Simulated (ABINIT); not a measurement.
# BaH2 (P6_3/mmc): G0W0 with ABINIT, start to end

How does a plane-wave GW calculation on BaH2 (P6_3/mmc) run from the first input to the gap?

Method: PBEsol and many-body steps on it, plane waves, in ABINIT 10.8.3.

**1. Starting point**

The structure is hexagonal, space group P6_3/mmc (No. 194). Conventional cell: a = 4.462 Å, b = 4.462 Å, c = 6.055 Å, α = 90.00°, β = 90.00°, γ = 120.00°. Nearest to Ba lie 11 H at 2.58 to 3.03 Å. H has 5 Ba at 2.58 to 3.03 Å and 6 H at 2.99 Å nearest. Nearest to H lie 6 Ba at 2.99 Å and 8 H at 2.99 to 3.03 Å. Farther neighbours are not listed.

The cell and positions are those that the Materials Project relaxed with its own functionals (PBE, PBE+U or r2SCAN), kept fixed. Spin-orbit coupling is left out unless a step names it.

**2. Ground state**

This step: ABINIT 10.8.3; DFT, PBEsol, plane waves, norm-conserving pseudopotentials.

The ground-state density comes first.

Contents of run.abi:

```
acell 3*1.0 Angstrom
rprim 
  4.462025052349 0.000000000014 0.000000000000
  -2.231012526186 3.864227047650 0.000000000000
  0.000000000000 0.000000000000 6.055292590000
ntypat 2
znucl 56 1
natom 6
typat 1 1 2 2 2 2
xred 
  0.666666666667 0.333333333333 0.750000000000
  0.333333333333 0.666666666667 0.250000000000
  0.333333333333 0.666666666667 0.750000000000
  0.666666666667 0.333333333333 0.250000000000
  0.000000000000 0.000000000000 0.500000000000
  0.000000000000 0.000000000000 0.000000000000
pp_dirpath "pseudos"
pseudos "Ba.upf, H.upf"
ecut 32
ngkpt 6 6 4
nshiftk 1
shiftk 0 0 0
kptopt 1
chksymbreak 0
nband 19
occopt 1
tolvrs 1e-10
nstep 60
prtwf 0
optforces 0
optstress 0
indata_prefix "in"
outdata_prefix "out"
tmpdata_prefix "tmp"
```

Run with:

```console
> OMP_NUM_THREADS=1 mpirun -n 4 abinit run.abi > log
```

Numbers of over 12 decimals in the logs are rounded to 6 here.

Output:

```text
.Version 10.8.3 of ABINIT. v10.8.2 released Aug 2026.

 Symmetries : space group P6_3/m m c (#194); Bravais hP (primitive hexag.)
================================================================================
 Values of the parameters that define the memory need of the present run
     intxc =       0    ionmov =       0      iscf =       7    lmnmax =       6
     lnmax =       6     mgfft =      60  mpssoang =       3    mqgrid =    3001
     natom =       6  nloc_mem =       1    nspden =       1   nspinor =       1
    nsppol =       1      nsym =      24    n1xccc =    2501    ntypat =       2
    occopt =       1   xclevel =       2
-    mband =          19        mffmem =           1         mkmem =           6
       mpw =        6123          nfft =      121500          nkpt =          21
================================================================================
  Rough estimation (10% accuracy) of disk space for files :
================================================================================

--------------------------------------------------------------------------------
------------- Echo of variables that govern the present computation ------------
--------------------------------------------------------------------------------
 -outvars: echo values of preprocessed input variables --------
            acell      1.8897261259E+00  1.8897261259E+00  1.8897261259E+00 Bohr

      chksymbreak           0
             ecut      3.20000000E+01 Hartree
-          fftalg         312

              ixc     -116133
              kpt      0.00000000E+00  0.00000000E+00  0.00000000E+00
                       1.66666667E-01  0.00000000E+00  0.00000000E+00
                       3.33333333E-01  0.00000000E+00  0.00000000E+00
                       5.00000000E-01  0.00000000E+00  0.00000000E+00
                       1.66666667E-01  1.66666667E-01  0.00000000E+00
                       3.33333333E-01  1.66666667E-01  0.00000000E+00
                       3.33333333E-01  3.33333333E-01  0.00000000E+00
                       0.00000000E+00  0.00000000E+00  2.50000000E-01
                       1.66666667E-01  0.00000000E+00  2.50000000E-01
   [... 10 further rows ...]
                       3.33333333E-01  1.66666667E-01  5.00000000E-01
                       3.33333333E-01  3.33333333E-01  5.00000000E-01
         kptrlatt        6    0    0      0    6    0      0    0    4
          kptrlen      4.57713784E+01
P           mkmem           6
            natom           6
            nband          19
            ngfft          45      45      60
             nkpt          21
            nstep          60
             nsym          24
           ntypat           2
              occ      2.000000  2.000000  2.000000  2.000000  2.000000  2.000000
                       2.000000  2.000000  2.000000  2.000000  2.000000  2.000000
                       0.000000  0.000000  0.000000  0.000000  0.000000  0.000000
                       0.000000
        optforces           0
        optstress           0
            prtwf           0
            rprim      4.4620250523E+00  1.4000000000E-11  0.0000000000E+00
[...]
spgroup         194

           tolvrs      1.00000000E-10

             xred      6.6666666667E-01  3.3333333333E-01  7.5000000000E-01
[...]
znucl       56.00000    1.00000

================================================================================

 chkinp: Checking input parameters for consistency.

================================================================================
== DATASET  1 ==================================================================
-   mpi_nproc: 4, omp_nthreads: 1 (-1 if OMP is not activated)

--- !DatasetInfo
iteration_state: {dtset: 1, }
dimensions: {natom: 6, nkpt: 21, mband: 19, nsppol: 1, nspinor: 1, nspden: 1, mpw: 6123, }
cutoff_energies: {ecut:  32.0, pawecutdg:  -1.0, }
electrons: {nelect:   2.40000000E+01, charge:   0.00000000E+00, occopt:   1.00000000E+00, tsmear:   1.00000000E-02, }

 Real(R)+Recip(G) space primitive vectors, cartesian coordinates (Bohr,Bohr^-1):
 R(1)=  8.4320053  0.0000000  0.0000000  G(1)=  0.1185958  0.0684713  0.0000000
 R(2)= -4.2160027  7.3023308  0.0000000  G(2)=  0.0000000  0.1369426  0.0000000
 R(3)=  0.0000000  0.0000000 11.4428446  G(3)=  0.0000000  0.0000000  0.0873909
 Unit cell volume ucvol=  7.0457361E+02 bohr^3
 Angles (23,13,12)=  9.00000000E+01  9.00000000E+01  1.20000000E+02 degrees

 getcut: wavevector=  0.0000  0.0000  0.0000  ngfft=  45  45  60
         ecut(hartree)=     32.000   => boxcut(ratio)=   2.04919

--- Pseudopotential description ------------------------------------------------
- Ba Generated using ONCVPSP code by D. R. Hamann
- 56.00000  10.00000  180301                  znucl, zion, pspdat
12 -116133 2 -1 1936                          pspcod,pspxc,lmax,lloc,mmax
     nproj     2     2     2
  pspatm : epsatm=   26.37418133
         --- l  ekb(1:nproj) -->
[...]
pspatm: atomic psp has been read  and splines computed

- H Generated using ONCVPSP code by D. R. Hamann
-  1.00000   1.00000  180301                  znucl, zion, pspdat
12 -116133 1 -1 1180                          pspcod,pspxc,lmax,lloc,mmax
     nproj     2     1     0
  pspatm : epsatm=    0.35585368
         --- l  ekb(1:nproj) -->
[...]
1   -0.494138
 pspatm: atomic psp has been read  and splines computed

   1.30012266E+03                                ecore*ucvol(ha*bohr**3)
--------------------------------------------------------------------------------

_setup2: Arith. and geom. avg. npw (full set) are    6093.771    6093.766

================================================================================

--- !BeginCycle
iteration_state: {dtset: 1, }
solver: {iscf: 7, nstep: 60, nline: 4, wfoptalg: 0, }
tolerances: {tolvrs: 1.00E-10, }

     iter   Etot(hartree)      deltaE(h)  residm     vres2
 ETOT  1  -58.544136812078    -5.854E+01 3.436E-02 2.163E+02
 ETOT  2  -58.596778237353    -5.264E-02 2.126E-03 1.561E+00
 ETOT  3  -58.597175463096    -3.972E-04 3.370E-04 2.030E-01
 ETOT  4  -58.597191250721    -1.579E-05 3.285E-04 4.510E-03
 ETOT  5  -58.597191522449    -2.717E-07 7.758E-05 2.965E-04
 ETOT  6  -58.597191544653    -2.220E-08 4.386E-05 5.513E-06
 ETOT  7  -58.597191545034    -3.807E-10 5.614E-05 6.062E-08
 ETOT  8  -58.597191545037    -3.020E-12 2.740E-05 4.777E-10
 ETOT  9  -58.597191545038    -9.237E-13 3.394E-05 9.259E-12

 At SCF step    9       vres2   =  9.26E-12 < tolvrs=  1.00E-10 =>converged.

--- !ResultsGS
iteration_state: {dtset: 1, }
comment   : Summary of ground state results
lattice_vectors:
- [  8.4320053,   0.0000000,   0.0000000, ]
- [ -4.2160027,   7.3023308,   0.0000000, ]
- [  0.0000000,   0.0000000,  11.4428446, ]
lattice_lengths: [   8.43201,    8.43201,   11.44284, ]
lattice_angles: [ 90.000,  90.000, 120.000, ] # degrees, (23, 13, 12)
lattice_volume:   7.0457361E+02
convergence: {deltae: -9.237E-13, res2:  9.259E-12, residm:  3.394E-05, diffor:  0.000E+00, }
etotal    :  -5.85971915E+01
entropy   :   0.00000000E+00
fermie    :   1.51815635E-01
cartesian_stress_tensor: null
pressure_GPa: null
xred      :
- [  6.6667E-01,   3.3333E-01,   7.5000E-01, Ba]
- [  3.3333E-01,   6.6667E-01,   2.5000E-01, Ba]
- [  3.3333E-01,   6.6667E-01,   7.5000E-01,  H]
- [  6.6667E-01,   3.3333E-01,   2.5000E-01,  H]
- [  9.2519E-17,   9.2519E-17,   5.0000E-01,  H]
- [  9.2519E-17,   9.2519E-17,   2.7756E-17,  H]
cartesian_forces: null
force_length_stats: {min: null, max: null, mean: null, }

 Integrated electronic density in atomic spheres:
 ------------------------------------------------
 Atom  Sphere_radius  Integrated_density
[...]
================================================================================

 ----iterations are completed or convergence reached----

 Mean square residual over all n,k,spin=   15.499E-08; max=  33.937E-06
 reduced coordinates (array xred) for    6 atoms
[...]
0.333333333333      0.666666666667      0.750000000000
       0.666666666667      0.333333333333      0.250000000000
       0.000000000000      0.000000000000      0.500000000000
       0.000000000000      0.000000000000      0.000000000000
 rms dE/dt=  0.0000E+00; max dE/dt=  0.0000E+00; dE/dt below (all hartree)
    1       0.000000000000      0.000000000000      0.000000000000
    2       0.000000000000      0.000000000000      0.000000000000
    3       0.000000000000      0.000000000000      0.000000000000
    4       0.000000000000      0.000000000000      0.000000000000
    5       0.000000000000      0.000000000000      0.000000000000
    6       0.000000000000      0.000000000000      0.000000000000

 cartesian coordinates (angstrom) at end:
    1      2.231013     1.288076     4.541469
    2     -7.67e-12     2.576151     1.513823
    3     -7.67e-12     2.576151     4.541469
    4      2.231013     1.288076     1.513823
    5      0.000000     0.000000     3.027646
    6      0.000000     0.000000     0.000000
 length scales=  1.889726125908  1.889726125908  1.889726125908 bohr
              =  1.000000000000  1.000000000000  1.000000000000 angstroms
 prteigrs : about to open file out_EIG
 Fermi (or HOMO) energy (hartree) =   0.15182   Average Vxc (hartree)=  -0.33174
 Eigenvalues (hartree) for nkpt=  21  k points:
 kpt#   1, nband= 19, wtk=  0.00694, kpt=  0.0000  0.0000  0.0000 (reduced coord)
  -0.84430   -0.83787   -0.32333   -0.29297   -0.29297   -0.28383   -0.28383   -0.28230
  -0.00795    0.04287    0.13315    0.15182    0.25198    0.25198    0.28885    0.28885
   0.28991    0.28991    0.31860
 prteigrs : prtvol=0 or 1, do not print more k-points.

--- !EnergyTerms
iteration_state     : {dtset: 1, }
comment             : Components of total free energy in Hartree
kinetic             :  1.50880991068446E+01
hartree             :  6.42460586603413E+00
xc                  : -1.46237885651977E+01
Ewald energy        : -4.52642621004392E+01
psp_core            :  1.84526163042131E+00
local_psp           : -2.86509529720478E+01
non_local_psp       :  6.58384548934714E+00
total_energy        : -5.85971915450375E+01
total_energy_eV     : -1.59451081206175E+03
band_energy         : -6.30054859325459E+00

== END DATASET(S) ==============================================================
================================================================================

 -outvars: echo values of variables after computation  --------
           etotal     -5.8597191545E+01
            nband          19
             nkpt          21
          spgroup         194
 [... the other variables as echoed above ...]

 Calculation completed.
```

Wall time 20 s (4 MPI ranks of Intel Xeon Platinum 8488C (Sapphire Rapids), shared host); peak memory 0.41 GiB; 80 s of CPU time.

This step gave:

```
total energy               : -1594.5108 eV
gap                        : 1.473 eV
k of the valence top       : 0, 0, 0
k of the conduction bottom : 0.3333, 0.3333, 0.5
least direct gap           : 2.542 eV
```

The gap is indirect, with the least direct gap 1.07 eV higher.

(Part 1 of 3 ends here.)

[Paths, hosts, dates, memory and timing lines, banners, echoed tables and standing remarks are left out of the program output.]

[Logs are printed without paths, hosts, clocks, repeated set-up lines and the standing remarks that a program may print on its own settings, such as how far it seeks lower states.]

[Runs of the session that timed out or met a known fault of the program may be left out.]

[Hosts, paths, dates, database ids (printed as entryN), source tags and the programs' standing remarks are cut or masked in the printed files.]

[G0W0 gaps are taken among the corrected bands and points alone; a level outside them can change the order at an edge.]

[Where Ansatz stands beside ABINIT at settings called matched, ABINIT's density can come from a denser mesh and the files from another edition; pairs whose starting gaps differed by over 0.03 eV were left out, so agreement reads better than it is.]
